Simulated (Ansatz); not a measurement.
# SbAs (model cell, started as CsCl type): a soft mode frozen in

Wanted: the energy along a soft mode of SbAs (model cell, started as CsCl type) and the structure at the end.

Calculated with Ansatz 0.2.0; DFT PBEsol, scalar-relativistic, plane waves, PAW.

Report form: the programs' logs are mostly left out.

The structure was built from a prototype and need not be the compound's stable phase.

## (1) The starting structure

It takes space group Pm-3m (No. 221, cubic). The conventional cell has a = 3.525 Å, b = 3.525 Å, c = 3.525 Å, α = 90.00°, β = 90.00°, γ = 90.00°. Nearest to Sb lie 8 As at 3.05 Å. Nearest to As lie 8 Sb at 3.05 Å. Farther neighbours are not listed.

## (2) The dispersion

The cell comes from relaxations at this level that are not shown. Stability and thermal properties need the whole zone. Linear response on a 4×4×4 q mesh gives force constants as far as a supercell of that size would.

Contents of input.yaml:

```yaml
crystal:
  lattice:
    - [3.5245974121, 0.0, 0.0]
    - [0.0, 3.5245974121, 0.0]
    - [0.0, 0.0, 3.5245974121]
  atoms:
    - { symbol: Sb, position: [0.0, 0.0, 0.0] }
    - { symbol: As, position: [0.5, 0.5, 0.5] }
kpoints:
  mp_grid: { grid: [12, 12, 12] }
hamiltonian:
  xc: pbesol
scf:
  occupations: { method: methfessel_paxton, width: 0.15 }
output:
  eigenvalues: true
phonons:
  method: dfpt
  qmesh: [4, 4, 4]
  temperatures: { t_max: 1000, t_step: 50 }
  qpath:
    path:
      - [[0.0, 0.0, 0.0], [0.0, 0.5, 0.0], [0.5, 0.5, 0.0], [0.0, 0.0, 0.0], [0.5, 0.5, 0.5], [0.0, 0.5, 0.0]]
      - [[0.5, 0.5, 0.5], [0.5, 0.5, 0.0]]
    npoints: 10
```

Started as:

```
> ansatz run input.yaml --threads 4 --pin off --max-ram 7168MiB --backend cpu --events-out ev --progress --plain --runs-dir out
```

Wall time 7.6 min (4 threads of Intel Xeon 6975P-C (Granite Rapids), shared host); peak memory 2.4 GiB; 21 min of CPU time.

Numbers from this step:

* volume per atom: 21.89 Å³
* gap on the k-mesh: 0 eV
* sum-rule residual before enforcement: 7.35e-5 eV/Å²
* lowest frequency on the path: -100.3 cm⁻¹
* point group: m-3m
* highest frequency on the path or at a solved wavevector: 124 cm⁻¹
* highest optical mode at the zone centre (no LO-TO term): 22.26 cm⁻¹
* lowest optical zone-centre mode: 22.26 cm⁻¹
* lowest mode on the q mesh (acoustic modes at Γ apart): -100.3 cm⁻¹

Frequencies (cm⁻¹) solved at each irreducible wavevector; negative means imaginary. Frequencies by wavevector, by row:

```tsv
q in reciprocal lattice units	star	mode 1	mode 2	mode 3	mode 4	mode 5	mode 6
0 0 0	1	0	0	0	22.3	22.3	22.3
0 0 0.25	6	-18.4	-18.4	40	40	51.1	81.3
0 0 -0.5	3	34.5	34.5	49.6	49.6	116.9	122.8
0 0.25 0.25	12	-36.1	-24.3	32.7	45.2	48.1	106.8
0 0.25 -0.5	12	-67.7	-34.5	53.8	55.6	96.4	101.3
0 -0.5 -0.5	3	-100.3	-72.2	49.8	49.8	77.7	77.7
0.25 0.25 0.25	8	38	64	64	66.2	78	78
0.25 0.25 -0.5	12	35.5	46.8	75.2	90.6	94.4	96.3
0.25 -0.5 -0.5	6	44.1	57.6	72.2	72.2	81.7	81.7
-0.5 -0.5 -0.5	1	100	100	100	124	124	124
```

Interpolated from a 4×4×4 q mesh. Phonon branches along the path, in cm⁻¹:

```tsv
point	branch 1	branch 2	branch 3	branch 4	branch 5	branch 6
Γ	0	0	0	22	22	22
halfway	-18	-18	40	40	51	81
X	34	34	50	50	117	123
halfway	-68	-34	54	56	96	101
M	-100	-72	50	50	78	78
halfway	-36	-24	33	45	48	107
Γ	0	0	0	22	22	22
halfway	38	64	64	66	78	78
R	100	100	100	124	124	124
halfway	36	47	75	91	94	96
X	34	34	50	50	117	123
jump to R	100	100	100	124	124	124
halfway	44	58	72	72	82	82
M	-100	-72	50	50	78	78
```

Symmetry leaves 10 wavevectors to solve. The lowest mode among them, the acoustic zeros apart, lies at q = (0, -0.5, -0.5) and is imaginary, 100.3i cm⁻¹, so the energy falls along it.

## (3) The mode frozen in, largest atomic shift 0 Å

The mode followed lies at q = (0, -0.5, -0.5) with frequency 72.2i cm⁻¹, one of the unstable modes though not the softest. At small amplitude the distorted cell has space group no. 129 by a symmetry search on the positions. The undistorted cell that holds it gives the zero of energy on the same k mesh.

System of this step: SbAs (model cell, started as CsCl type). Symmetry: Pm-3m, No. 221, cubic system. The conventional cell has a = 3.525 Å, b = 3.525 Å, c = 3.525 Å, α = 90.00°, β = 90.00°, γ = 90.00°. Nearest to Sb lie 8 As at 3.05 Å. Nearest to As lie 8 Sb at 3.05 Å. Farther neighbours are not listed.

Contents of input.yaml:

```yaml
crystal:
  lattice:
    - [-3.5245974121, 0.0, 0.0]
    - [0.0, -3.5245974121, -3.5245974121]
    - [0.0, -3.5245974121, 3.5245974121]
  atoms:
    - { symbol: Sb, position: [1.0, 0.5, 0.5] }
    - { symbol: Sb, position: [1.0, 1.0, 1.0] }
    - { symbol: As, position: [0.5, 0.0, 0.5] }
    - { symbol: As, position: [0.5, 0.5, 0.0] }
kpoints:
  mp_grid: { grid: [10, 8, 8] }
hamiltonian:
  xc: pbesol
scf:
  occupations: { method: methfessel_paxton, width: 0.15 }
output:
  forces: true
  stress: true
  eigenvalues: true
```

Elapsed: 4.5 s, on 4 threads; peak memory 0.56 GiB; 16 s of CPU time.

Numbers from this step:

| Quantity | Value |
| --- | --- |
| pressure | -0.05189 GPa |
| energy from the undistorted cell | 0 meV/atom |

The run ends at a pressure of -0.05 GPa.

## (4) The mode frozen in, largest atomic shift 0.45 Å

The atoms are moved along the unstable eigenvector, the largest shift by 0.45 Å, with the cell fixed.

input.yaml, the sections that differ from step 3:

```yaml
crystal:
  lattice:
    - [-3.5245974121, 0.0, 0.0]
    - [0.0, -3.5245974121, -3.5245974121]
    - [0.0, -3.5245974121, 3.5245974121]
  atoms:
    - { symbol: Sb, position: [1.127674156, 0.5, 0.5] }
    - { symbol: Sb, position: [0.872325844, 1.0, 1.0] }
    - { symbol: As, position: [0.5, 0.0, 0.5] }
    - { symbol: As, position: [0.5, 0.5, 0.0] }
# kpoints, hamiltonian, scf, output: as in step 3
```

Wall time 4.8 s (4 threads); peak memory 0.57 GiB; 17 s of CPU time.

Numbers from this step:

```yaml
pressure: 3.896 GPa
energy_from_the_undistorted_cell: -27.23 meV/atom
```

The energy, extrapolated to zero smearing, is -27.23 meV/atom against the undistorted cell.

The run ends at a pressure of 3.90 GPa, with forces up to 0.12 eV/Å.

## (5) Energy along the mode, all amplitudes (two of the runs are shown above)

An imaginary frequency means negative curvature, so the energy should fall and then rise again as anharmonic terms take over.

Numbers from this step:

* depth at the lowest point sampled: 27.23 meV/atom
* largest atomic shift at that point: 0.45 Å

Table of energy from the parent by largest atomic shift:

```tsv
largest atomic shift (Å)	energy from the parent (meV/atom)
0.000	0
0.040	-0.517
0.080	-2.04
0.140	-6.49
0.220	-15.0
0.320	-24.4
0.450	-27.2
0.600	-3.27
```

Displacement at unit largest shift by atom:

```tsv
atom	x (Å)	y (Å)	z (Å)	size
Sb1	-1.00	0.00	0.00	1.00
Sb2	1.00	0.00	0.00	1.00
As3	0.00	0.00	0.00	0.00
As4	0.00	0.00	0.00	0.00
```

The lowest of the steps tried is at 0.45 Å, 27.2 meV/atom below the parent; the bottom of the well need not coincide with a step.

## (6) Relaxing from the distorted cell

Starting from the lowest point found, all atoms and the cell are let go, so that strain and other modes of the same symmetry can join in.

input.yaml: that of step 4 with these lines changed.

```diff
@@ -20 +20,6 @@
   eigenvalues: true
+relax:
+  adjacent_minimum: "off"
+  f_tol: 0.002
+  max_steps: 120
+  cell: { stress_tol: 0.03 }
```

Elapsed: 73 s, on 4 threads; peak memory 0.64 GiB.

The steps of the relaxation:

```tsv
step	energy less that of the first step (eV)	largest force component (eV/Å)	pressure (GPa)	volume (Å³)
1	0.0000	0.1186	3.90	87.57
2	-0.0544	0.2154	-2.07	95.65
3	-0.1068	0.2160	-0.71	94.15
4	-0.1836	0.1750	1.13	93.74
5	-0.1967	0.1897	2.27	95.48
6	-0.2196	0.0608	0.14	97.72
7	-0.2201	0.0302	-0.07	97.72
8	-0.2204	0.0004	0.00	97.70
9*	-0.2355	0.0024	0.27	97.70
10	-0.2389	0.0046	0.07	98.68
11	-0.2392	0.0072	0.00	99.02
12	-0.2392	0.0009	0.00	99.07
13*	-0.2395	0.0008	0.00	99.07
```

Relaxation steps marked * repeat the geometry before them on a plane-wave basis chosen anew for their cell, so energy and pressure can jump there.

The run keeps the 16 symmetry operations that it works with, so distortions that break them were not tested.

```tsv
cell as run	before	after	change
a (Å)	3.525	4.159	+18.0 %
b (Å)	4.985	4.880	-2.1 %
c (Å)	4.985	4.880	-2.1 %
volume (Å³/atom)	21.89	24.77	+13.1 %
```

The atoms that moved most (Å, as changes of fractional coordinates times the final cell):

```tsv
atom	dx	dy	dz	length
Sb2	0.192	0.000	0.000	0.192
Sb1	-0.192	0.000	0.000	0.192
```

This step gave:

| Property | Result |
| --- | --- |
| pressure | -0.002608 GPa |
| volume per atom | 24.77 Å³ |

The distorted start has space group P4/nmm; the relaxation ends in P4/nmm.

## (7) Modes of the new phase, k-mesh 10×8×8

A relaxed structure may still be a saddle point, so its zone-centre modes are computed. No field response is asked, since the mesh shows no gap.

input.yaml, the sections that differ from step 6:

```yaml
crystal:
  lattice:
    - [-4.1594815781, 0.0, 0.0]
    - [0.0, -3.4508760975, -3.4508760975]
    - [0.0, -3.4508760975, 3.4508760975]
  atoms:
    - { symbol: Sb, position: [1.1738346538, 0.5, 0.5] }
    - { symbol: Sb, position: [0.8261653462, 1.0, 1.0] }
    - { symbol: As, position: [0.5, 0.0, 0.5] }
    - { symbol: As, position: [0.5, 0.5, 0.0] }
output:
  eigenvalues: true
phonons:
  method: dfpt
# kpoints, hamiltonian, scf: as in step 6
# relax: removed
```

Run time: 100 s. Hardware: 4 threads; peak memory 2.5 GiB.

This step gave:

```yaml
sum_rule_residual_before_enforcement: 8.01e-5 eV/Å²
point_group: 4/mmm
highest_optical_mode_at_the_zone_centre_no_lo_to_term: 158.7 cm⁻¹
lowest_optical_zone_centre_mode: 68.36 cm⁻¹
```

Patterns of degenerate modes are one choice out of their space. The modes at Γ (shares of kinetic energy by element, %):

```tsv
mode	frequency (cm⁻¹)	symmetry	Sb %	As %
1	0.0	acoustic	62	38
2	0.0	acoustic	62	38
3	0.0	acoustic	62	38
4	68.4	Eg	82	18
5	68.4	Eg	82	18
6	112.0	A1g	100	0
7	124.1	B1g	0	100
8	147.7	Eu	38	62
9	147.7	Eu	38	62
10	151.4	Eg	18	82
11	151.4	Eg	18	82
12	158.7	A2u	38	62
```

Displacements in mode 5 (68.4 cm⁻¹), the largest set to 1:
```
Sb1  0.00  1.00 -0.67
Sb2  0.00 -1.00  0.67
As3  0.00 -0.40  0.60
As4  0.00  0.40 -0.60
```

Displacements in mode 12 (158.7 cm⁻¹), the largest set to 1:
```
Sb1 -0.62  0.00  0.00
Sb2 -0.62  0.00  0.00
As3  1.00  0.00  0.00
As4  1.00  0.00  0.00
```

Before it was imposed, the acoustic sum rule was missed by 8.0e-5 eV/Å². Small misses are needed for a sound result but don't prove that mesh and cutoff are converged. The lowest optical mode is real, 68.4 cm⁻¹.

## (8) The phases reached

The phases reached along the modes that were followed are set side by side.

Energies are those of the first relaxation, on the mesh of the frozen mode; space group, volume and gap are those of the last relaxation. Phases, by row:

```tsv
mode frozen in	space group	energy from parent (meV/atom)	volume (Å³/atom)	gap on mesh (eV)	lowest zone-centre optical mode (cm⁻¹)	largest shift (Å)
parent	Pm-3m	0	21.89	0	–	–
q = (0, -0.5, -0.5), 100i cm⁻¹	P4/nmm	-41.84	23.53	0	39.6	0.508
q = (0, -0.5, -0.5), 72i cm⁻¹	P4/nmm	-87.14	24.77	0	68.4	0.723
```

## (9) What came out

| Item | Value |
| --- | --- |
| unstable mode of the parent | q = (0, -0.5, -0.5), 72i cm⁻¹ |
| depth at the lowest point sampled | 27.2 meV/atom |
| largest atomic shift at that point | 0.45 Å |
| space group reached (within 0.01 Å) | P4/nmm |
| energy gained over the parent (first relaxation, on the mesh of the frozen mode) | 87.1 meV/atom |
| volume per atom, phase reached | 24.8 Å³ |
| lowest optical zone-centre mode, phase reached | 68.4 cm⁻¹ |
| highest optical mode at the zone centre (no LO-TO term), phase reached | 159 cm⁻¹ |

Along this mode the structure falls into P4/nmm, 87.1 meV/atom below the parent. At the parent's cell the well is 27.23 meV/atom deep on the steps tried, with its lowest point at a shift of 0.45 Å. Relaxing atoms and cell changes the gain by +59.91 meV/atom against the lowest step (energies at zero smearing). Most of the total comes from this relaxation. The new phase has no imaginary mode at the zone centre of its cell; other wavevectors were not checked. Of the 2 patterns followed to their end from this parent, this one reaches the lowest energy. Each path keeps the symmetry of its pattern, so a lower phase may lie along a pattern not tried. With no gap, or one that is small against the smearing, the frequencies hang on the k mesh and the smearing, most of all near Kohn anomalies. The volume moved by more than a tenth on the k mesh of the start, so the energy gain is rough. Spin-orbit coupling is left out, which can matter for the heavy elements here. A phonon run warned that its eigensolver left some bands unconverged in a pass. The starting cell was built on a prototype and not taken from a measurement, so the phase need not exist.

[Logs are printed without paths, hosts, clocks, repeated set-up lines and the standing remarks that a program may print on its own settings, such as how far it seeks lower states.]

[Hosts, paths, dates, database ids (printed as entryN), source tags and the programs' standing remarks are cut or masked in the printed files.]
